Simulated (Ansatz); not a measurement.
**Quasi-harmonic thermodynamics of ScAl3 (Pm-3m)**

How much does ScAl3 expand with temperature? The starting cell is a computed one from a database.

Main program and level: Ansatz 0.2.0; DFT PBEsol, scalar-relativistic, plane waves, PAW.

**1. Starting point**

It takes space group Pm-3m (No. 221, cubic). The conventional cell has a = 4.088 Å, b = 4.088 Å, c = 4.088 Å, α = 90.00°, β = 90.00°, γ = 90.00°. Nearest to Sc lie 12 Al at 2.89 Å. Nearest to Al lie 4 Sc at 2.89 Å and 8 Al at 2.89 Å. Farther neighbours are not listed.

Structure file:

```cif
data_structure
_symmetry_space_group_name_H-M 'P 1'
_symmetry_Int_Tables_number 1
_cell_length_a 4.0878
_cell_length_b 4.0878
_cell_length_c 4.0878
_cell_angle_alpha 90.000
_cell_angle_beta 90.000
_cell_angle_gamma 90.000
_cell_volume 68.31
loop_
_atom_site_label
_atom_site_type_symbol
_atom_site_fract_x
_atom_site_fract_y
_atom_site_fract_z
_atom_site_occupancy
Sc1 Sc 0.00000 0.00000 0.00000 1
Al2 Al 0.50000 0.00000 0.50000 1
Al3 Al 0.00000 0.50000 0.50000 1
Al4 Al 0.50000 0.50000 0.00000 1
```

**2. Probe on a coarse mesh**

Before spending time, one coarse run tells the gap and the pressure of the starting cell.

input.yaml reads:

```yaml
crystal:
  lattice:
    - [4.08780657, 0.0, 0.0]
    - [0.0, 4.08780657, 0.0]
    - [0.0, 0.0, 4.08780657]
  atoms:
    - { symbol: Sc, position: [0.0, 0.0, 0.0] }
    - { symbol: Al, position: [0.5, 0.0, 0.5] }
    - { symbol: Al, position: [0.0, 0.5, 0.5] }
    - { symbol: Al, position: [0.5, 0.5, 0.0] }
kpoints:
  mp_grid: { grid: [4, 4, 4] }
hamiltonian:
  xc: pbesol
scf:
  occupations: { method: gaussian, width: 0.1 }
output:
  forces: true
  stress: true
  eigenvalues: true
```

The run is started by

```bash
ansatz run input.yaml --threads 8 --pin off --max-ram 16384MiB --backend cpu --events-out ev --progress --plain --runs-dir out
```

Numbers of over 12 decimals in the logs are rounded to 6 here.

Output:

```text
Engine: ansatz 0.2.0, x86_64-unknown-linux-gnu
Pseudopotentials: kind: paw
Pseudopotential: Sc, paw, valence charge 11, recommended cutoff 420 eV (normal), Sc.paw.azcp
Pseudopotential: Al, paw, valence charge 3, recommended cutoff 420 eV (normal), Al.paw.azcp
Functional definition: PBEsol
  exchange = pbesol_x
  correlation = pbesol_c
Crystal: 4 atoms, lattice volume = 68.308 Å³
Basis set: ecut = 420 eV, 1357 PW (Γ), exchange–correlation on 60×60×60 points (8 copies of the dense FFT grid, shifted against one another)
Bands: 14, of which v1, the nominal top of the filled ones, is band 10 counted from 1 (9 counted from 0)
Symmetry: 48 space group operations
Space group: Pm-3m (ITA 221), of the structure as read, at distance tolerance 4.1e-5 Å
k-points: 10 of 64
Non-local potential: Sc, projectors of the file, l = 0: 3, l = 1: 2, l = 2: 3, l = 3: 1
Non-local potential: Al, projectors of the file, l = 0: 2, l = 1: 2, l = 2: 1
PAW form: soft (Blöchl's): semilocal exchange-correlation on the pseudo side does not see the compensation charge
PAW frozen core: Sc, regenerated for the run's functional, and the local potential with it (the file was generated under x = pbe(κ = 0.804, μ = 0.219515), c = pbe(β = 0.066725))
PAW frozen core: Al, regenerated for the run's functional, and the local potential with it (the file was generated under x = pbe(κ = 0.804, μ = 0.219515), c = pbe(β = 0.066725))
PAW one-centre angular grid: Sc, 590 points (default); XC on 64 Gauss nodes
PAW one-centre angular grid: Al, 110 points (default); XC on 64 Gauss nodes
Initial density: superposition of atomic densities (neutral atoms: chi_scale 0, normalization atom), corrected by the library's trained network
Initial wavefunctions: pseudopotential atomic-orbital guess
Functional: x = pbesol(κ = 0.804, μ = 0.123457), c = pbesol(β = 0.046)
SCF iter   1: F=—  HF=-3686.787345 eV  |F-HF|=—  |Δ(HF+E_count)|=         —  Δρ=2.91e-3  dr2=1.41e-2  ethr=1.77e-3  ⟨swp⟩=4.8  Hψ=773  notcnv=0
preconditioner: auto → Resta (q_TF=auto, 2.223 Å⁻¹)  ε∞=8.8  [insulator: Δε(μ)=0.119 eV  Ē_g=5.559 eV  σ=0.100 eV  W_gap=0.50  n_scr=18 (ndim 8)  ℏωp=15.6 eV  f_vac=0.000  D(μ)=4.78/eV (n_scr^D=56)  ε∞_Penn≈8.8]
SCF iter   2: F=—  HF=-3686.784332 eV  |F-HF|=—  |Δ(HF+E_count)|=   3.01e-3  Δρ=1.71e-3  dr2=2.85e-3  ethr=7.03e-5  ⟨swp⟩=1.0  Hψ=220  notcnv=0
preconditioner: auto → Kerker (q_TF=auto, 2.223 Å⁻¹)  [metal: Δε(μ)=0.106 eV  Ē_g=5.575 eV  σ=0.100 eV  W_gap=0.46  n_scr=18 (ndim 8)  ℏωp=15.6 eV  f_vac=0.000  D(μ)=4.87/eV (n_scr^D=56)]
SCF iter   3: F=—  HF=-3686.783550 eV  |F-HF|=—  |Δ(HF+E_count)|=   7.82e-4  Δρ=4.72e-4  dr2=2.94e-4  ethr=1.42e-5  ⟨swp⟩=2.5  Hψ=244  notcnv=0
SCF iter   4: F=—  HF=-3686.783491 eV  |F-HF|=—  |Δ(HF+E_count)|=   5.89e-5  Δρ=1.25e-4  dr2=9.70e-6  ethr=1.47e-6  ⟨swp⟩=2.0  Hψ=184  notcnv=0
SCF iter   5: F=—  HF=-3686.783566 eV  |F-HF|=—  |Δ(HF+E_count)|=   7.50e-5  Δρ=1.99e-5  dr2=2.82e-7  ethr=4.85e-8  ⟨swp⟩=2.3  Hψ=186  notcnv=0
SCF iter   6: F=-3686.783566 eV  HF=-3686.783566 eV  |F-HF|=1.52e-9  |Δ(HF+E_count)|=   6.81e-8  Δρ=2.99e-6  dr2=3.67e-9  ethr=5.00e-10  ⟨swp⟩=4.9  Hψ=568  notcnv=0
SCF 1 converged in 6 iterations: F = -3686.783566 eV  dr2 = 3.67e-9
  greatest PAW one-centre occupation: 0.998 electrons in one spin orbital (limit 2), on the Sc atom at site 0 (counted from 0), in its partial waves of l = 0
SCF converged after 6 iterations
Free energy (F): -3686.783566 eV
Harris-Foulkes:  -3686.783566 eV  (|F-HF|=1.52e-9)
Internal energy: -3686.758955 eV  (E = F + TS)
E sigma→0 (E₀):  -3686.771260 eV
Entropy (-TS):   -0.024612 eV (-6.153 meV/atom)
Fermi energy:    9.192505 eV
--- Per-component energies (eV) ---
  E_band       = -125.226097
  E_kinetic    = 333.277277
  E_local      = -1007.438165  (includes V_loc(G=0)·N_el)
  E_nonlocal   = 116.029428
  E_hartree    = 389.569911
  E_xc         = -223.054591
  E_vxc        = -218.063575  (∫ρ·V_xc dr)
  E_paw        = -2297.177626  (= ΣΔE_a)
  E_vpaw       = -128.172242  (= ΣTr[D̂ρ^β])
  E_aug_tail   = 0.000001  (compensation charges beyond the density's cutoff)
  E_ewald      = -998.151633
  E_core_change = 0.186442  (= ΣΔE_core)
  E_smearing   = -0.024612  (= −TS)
  E_closure    = -0.000000  (closes the sum)
  Σ components = -3686.783566   (vs F -3686.783566, Δ=0.00e0)
--- Forces (eV/Å), atoms counted from 1 ---
  atom   1  Sc     0.00000000     0.00000000    -0.00000000
  atom   2  Al    -0.00000000    -0.00000000     0.00000000
  atom   3  Al     0.00000000    -0.00000000    -0.00000000
  atom   4  Al     0.00000000    -0.00000000     0.00000000
  max |Σ_I F_I| component: 9.70e-31 eV/Å
--- Stress (GPa, compression-positive) ---
       -0.887058       0.000000       0.000000
        0.000000      -0.887058      -0.000000
       -0.000000      -0.000000      -0.887058
  P = ⅓ Tr σ = -0.8871 GPa (-8.871 kbar)
--- Band table (eV; the first three rows and the last of 10) ---
  k-point 0: bands = [... 6 lower, 6.5415, 7.3708, 7.3708, 7.3708, 10.4026, 10.4636, 10.4636, 10.4636]
  k-point 1: bands = [... 6 lower, 6.9736, 7.4230, 7.4230, 8.8353, 10.2451, 10.2451, 10.6219, 11.5956]
  k-point 2: bands = [... 6 lower, 7.4603, 7.4603, 7.6813, 10.0400, 10.1735, 10.1735, 10.5176, 10.7992]
  k-point 9: bands = [... 6 lower, 4.3831, 4.7158, 6.2216, 6.2216, 6.2216, 10.0810, 11.7679, 11.7679]
```

Run time: 0.7 s. Hardware: 8 threads of Intel Xeon at 2.70GHz, shared host; peak memory 0.37 GiB.

This step gave:

| Quantity | Value |
| --- | --- |
| pressure | -0.8871 GPa |
| volume per atom | 17.08 Å³ |
| gap on the k-mesh | 0 eV |

The start is under -0.89 GPa at this level and looks like a metal on this mesh.

**3. Finding the static equilibrium**

The vibrations must be taken about the equilibrium of this functional, not about the starting cell, so the structure is relaxed.

input.yaml: that of step 2 with these lines changed.

```diff
@@ -11,3 +11,3 @@
 kpoints:
-  mp_grid: { grid: [4, 4, 4] }
+  mp_grid: { grid: [10, 10, 10] }
 hamiltonian:
@@ -20 +20,6 @@
   eigenvalues: true
+relax:
+  adjacent_minimum: "off"
+  f_tol: 0.005
+  max_steps: 80
+  cell: { stress_tol: 0.05 }
```

Output:

```text
[...]
Crystal: 4 atoms, lattice volume = 68.308 Å³
Basis set: ecut = 420 eV, 1357 PW (Γ), exchange–correlation on 60×60×60 points (8 copies of the dense FFT grid, shifted against one another)
Bands: 14, of which v1, the nominal top of the filled ones, is band 10 counted from 1 (9 counted from 0)
Symmetry: 48 space group operations
[...]
k-points: 56 of 1000
[...]
SCF iter   1: F=—  HF=-3686.910652 eV  |F-HF|=—  |Δ(HF+E_count)|=         —  Δρ=3.18e-3  dr2=1.88e-2  ethr=1.77e-3  ⟨swp⟩=5.4  Hψ=4572  notcnv=0
[...]
SCF iter   6: F=-3686.905279 eV  HF=-3686.905279 eV  |F-HF|=1.46e-9  |Δ(HF+E_count)|=   3.93e-9  Δρ=2.91e-6  dr2=4.76e-9  ethr=5.00e-10  ⟨swp⟩=4.9  Hψ=3138  notcnv=0
SCF 1 converged in 6 iterations: F = -3686.905279 eV  dr2 = 4.76e-9
[...]
relax step   1: F+E_penalty+E_count = -3686.90527856 eV  Δ(F+E_penalty+E_count) = +0.000e0 eV  max|allowed force component| = 1.023e-30 eV/Å  Δτ_max = 0.0000 Å  P = -1.106 GPa  Ω = 68.308 Å³  (6 SCF iters, dr2 threshold 1.00e-7 eV, accepted)
Crystal: 4 atoms, lattice volume = 66.875 Å³
[...]
iter 1 solved again at ethr=6.37e-6 eV; its pass at ethr=3.10e-3 eV (dr2=1.27e-3 eV) is discarded
[...]
SCF iter   5: F=-3686.907100 eV  HF=-3686.907100 eV  |F-HF|=2.15e-9  |Δ(HF+E_count)|=   3.58e-7  Δρ=4.28e-6  dr2=8.73e-9  ethr=2.00e-9  ⟨swp⟩=5.0  Hψ=3298  notcnv=0
SCF 2 converged in 5 iterations: F = -3686.907100 eV  dr2 = 8.73e-9
relax step   2: F+E_penalty+E_count = -3686.90710024 eV  Δ(F+E_penalty+E_count) = -1.822e-3 eV  max|allowed force component| = 4.504e-31 eV/Å  Δτ_max = 0.0000 Å  P = +0.834 GPa  Ω = 66.875 Å³  energy of the carried Pulay correction = +4.474e-4 eV  (5 SCF iters, dr2 threshold 4.00e-7 eV, accepted)
Crystal: 4 atoms, lattice volume = 67.484 Å³
[...]
SCF iter   4: F=-3686.908450 eV  HF=-3686.908450 eV  |F-HF|=1.45e-7  |Δ(HF+E_count)|=   2.76e-6  Δρ=1.73e-5  dr2=2.30e-7  ethr=2.00e-9  ⟨swp⟩=2.8  Hψ=2796  notcnv=0
SCF 3 converged in 4 iterations: F = -3686.908450 eV  dr2 = 2.30e-7
relax step   3: F+E_penalty+E_count = -3686.90844989 eV  Δ(F+E_penalty+E_count) = -1.350e-3 eV  max|allowed force component| = 1.309e-30 eV/Å  Δτ_max = 0.0000 Å  P = -0.016 GPa  Ω = 67.484 Å³  energy of the carried Pulay correction = +2.563e-4 eV  (4 SCF iters, dr2 threshold 4.00e-7 eV, accepted)
[...]
SCF iter   5: F=-3686.908199 eV  HF=-3686.908199 eV  |F-HF|=4.55e-13  |Δ(HF+E_count)|=  1.32e-11  Δρ=4.77e-8  dr2=6.33e-13  ethr=1.00e-12  ⟨swp⟩=4.0  Hψ=2410  notcnv=0
SCF 4 converged in 5 iterations: F = -3686.908199 eV  dr2 = 6.33e-13
relax step   4: F+E_penalty+E_count = -3686.90819919 eV  Δ(F+E_penalty+E_count) = +2.507e-4 eV  max|allowed force component| = 5.742e-31 eV/Å  Δτ_max = 0.0000 Å  P = -0.022 GPa  Ω = 67.484 Å³  stress off target by 2.15e-2 GPa  SCF on the basis re-selected at this cell (its energy is not comparable with the rows above)  (5 SCF iters)
basis re-selected at this cell: Δ(F+E_penalty+E_count) = +2.507e-4 eV, ΔP = -0.005 GPa vs the last step (what re-selecting the basis moved, of the pressure what is left beyond the Pulay correction that the steps carried, after the strain that the cell walked since its last selection, with what the two solves' SCF thresholds leave and, on support functions, any second-order correction that the steps lacked; it is no m [...]
SCF converged after 5 iterations
Free energy (F): -3686.908199 eV
[...]
Internal energy: -3686.902623 eV  (E = F + TS)
E sigma→0 (E₀):  -3686.905411 eV
Entropy (-TS):   -0.005577 eV (-1.394 meV/atom)
Fermi energy:    9.316938 eV
[...]
--- Stress (GPa, compression-positive) ---
       -0.021506       0.000000       0.000000
        0.000000      -0.021506      -0.000000
        0.000000      -0.000000      -0.021506
  P = ⅓ Tr σ = -0.0215 GPa (-0.215 kbar)
--- Band table (eV; the first three rows and the last of 56) ---
  k-point 0: bands = [... 6 lower, 6.6660, 7.4959, 7.4959, 7.4959, 10.5238, 10.6105, 10.6105, 10.6105]
  k-point 1: bands = [... 6 lower, 6.7383, 7.5060, 7.5060, 8.0106, 10.5565, 10.5565, 10.6401, 10.9164]
  k-point 2: bands = [... 6 lower, 6.9483, 7.5302, 7.5302, 8.6373, 10.4441, 10.4441, 10.7207, 11.7285]
  k-point 55: bands = [... 6 lower, 4.4960, 4.7893, 6.3474, 6.3474, 6.3474, 10.2510, 11.9423, 11.9423]
--- Relaxed structure (3 steps of the walk, 3 accepted, 1 SCFs on fresh bases) ---
  F+E_penalty+E_count = -3686.90819919 eV   max|allowed force component| = 5.742e-31 eV/Å   (the final SCF, on the basis selected at the relaxed cell)
  cell:  # Å, volume = 67.4837 Å³
    - [4.071299, 0, 0]
    - [0, 4.071299, 0.0]
    - [0, 0, 4.071299]
  atoms:
    - { symbol: Sc, position: [0, 0, 0] }
    - { symbol: Al, position: [0.5, 0, 0.5] }
    - { symbol: Al, position: [0, 0.5, 0.5] }
    - { symbol: Al, position: [0.5, 0.5, 0] }
```

It took 3.8 s on 8 threads; peak memory 0.49 GiB; 18 s of CPU time.

Step by step:

| step | energy less that of the first step (eV) | largest force component (eV/Å) | pressure (GPa) | volume (Å³) |
| --- | --- | --- | --- | --- |
| 1 | 0.0000 | 0.0000 | -1.11 | 68.31 |
| 2 | -0.0018 | 0.0000 | 0.83 | 66.88 |
| 3 | -0.0032 | 0.0000 | -0.02 | 67.48 |
| 4* | -0.0029 | 0.0000 | -0.02 | 67.48 |

Relaxation steps marked * repeat the geometry before them on a plane-wave basis chosen anew for their cell, so energy and pressure can jump there.

Forces are held to the 48 operations that the run works with; a distortion that breaks them can't arise in this run.

| conventional cell, symmetrised | before | after | change |
| --- | --- | --- | --- |
| a (Å) | 4.088 | 4.071 | -0.4 % |
| b (Å) | 4.088 | 4.071 | -0.4 % |
| c (Å) | 4.088 | 4.071 | -0.4 % |
| volume (Å³/atom) | 17.08 | 16.87 | -1.2 % |

Final coordinates:

```xyz
4
Lattice="4.0713 0.0000 0.0000 0.0000 4.0713 0.0000 0.0000 0.0000 4.0713" Properties=species:S:1:pos:R:3 pbc="T T T"
Sc    0.0000    0.0000    0.0000
Al    2.0356    0.0000    2.0356
Al    0.0000    2.0356    2.0356
Al    2.0356    2.0356    0.0000
```

This step gave:

```
pressure        : -0.02151 GPa
volume per atom : 16.87 Å³
```

The relaxation ends with a pressure of -0.02 GPa.

**4. Tight relaxation**

The thresholds are tightened for a last relaxation ahead of the phonons, and where mesh or smearing change with them the cell follows.

input.yaml reads:

```yaml
crystal:
  lattice:
    - [4.0712985949, 0.0, 0.0]
    - [0.0, 4.0712985949, 0.0]
    - [0.0, 0.0, 4.0712985949]
  atoms:
    - { symbol: Sc, position: [0.0, 0.0, 0.0] }
    - { symbol: Al, position: [0.5, 0.0, 0.5] }
    - { symbol: Al, position: [0.0, 0.5, 0.5] }
    - { symbol: Al, position: [0.5, 0.5, 0.0] }
kpoints:
  mp_grid: { grid: [12, 12, 12] }
hamiltonian:
  xc: pbesol
scf:
  occupations: { method: methfessel_paxton, width: 0.2 }
output:
  forces: true
  stress: true
  eigenvalues: true
relax:
  adjacent_minimum: "off"
  f_tol: 0.001
  max_steps: 60
  cell: { stress_tol: 0.01 }
```

Output:

```text
[...]
Crystal: 4 atoms, lattice volume = 67.484 Å³
Basis set: ecut = 420 eV, 1357 PW (Γ), exchange–correlation on 60×60×60 points (8 copies of the dense FFT grid, shifted against one another)
Bands: 14, of which v1, the nominal top of the filled ones, is band 10 counted from 1 (9 counted from 0)
Symmetry: 48 space group operations
[...]
k-points: 84 of 1728
[...]
k-point 83: bands = [... 6 lower, 4.4942, 4.7885, 6.3449, 6.3449, 6.3449, 10.2479, 11.9392, 11.9392]
--- Relaxed structure (2 steps of the walk, 2 accepted, 1 SCFs on fresh bases) ---
[...]
cell:  # Å, volume = 67.4988 Å³
    - [4.071601, 0, 0]
    - [0, 4.071601, 0.0]
    - [0, 0.0, 4.071601]
  atoms:
    - { symbol: Sc, position: [0, 0, 0] }
    - { symbol: Al, position: [0.5, 0, 0.5] }
    - { symbol: Al, position: [0, 0.5, 0.5] }
    - { symbol: Al, position: [0.5, 0.5, 0] }
[key lines of the parts left out:]
SCF converged after 5 iterations
Free energy (F): -3686.906490 eV
Fermi energy:    9.316841 eV
P = ⅓ Tr σ = -0.0080 GPa (-0.080 kbar)
```

The job ended after 4.1 s (8 threads; peak memory 0.51 GiB).

Little changed from the start: no atom moved by 0.005 Å and no cell edge by 0.1 %.

This step gave:

| Item | Value |
| --- | --- |
| pressure | -0.008018 GPa |

The residual pressure is -0.0080 GPa, small enough for phonons.

(Part 1 of 2 ends here.)

[Logs are printed without paths, hosts, clocks, repeated set-up lines and the standing remarks that a program may print on its own settings, such as how far it seeks lower states.]

[Hosts, paths, dates, database ids (printed as entryN), source tags and the programs' standing remarks are cut or masked in the printed files.]

[A step with changed settings may run another functional than the one named; its input shows which.]
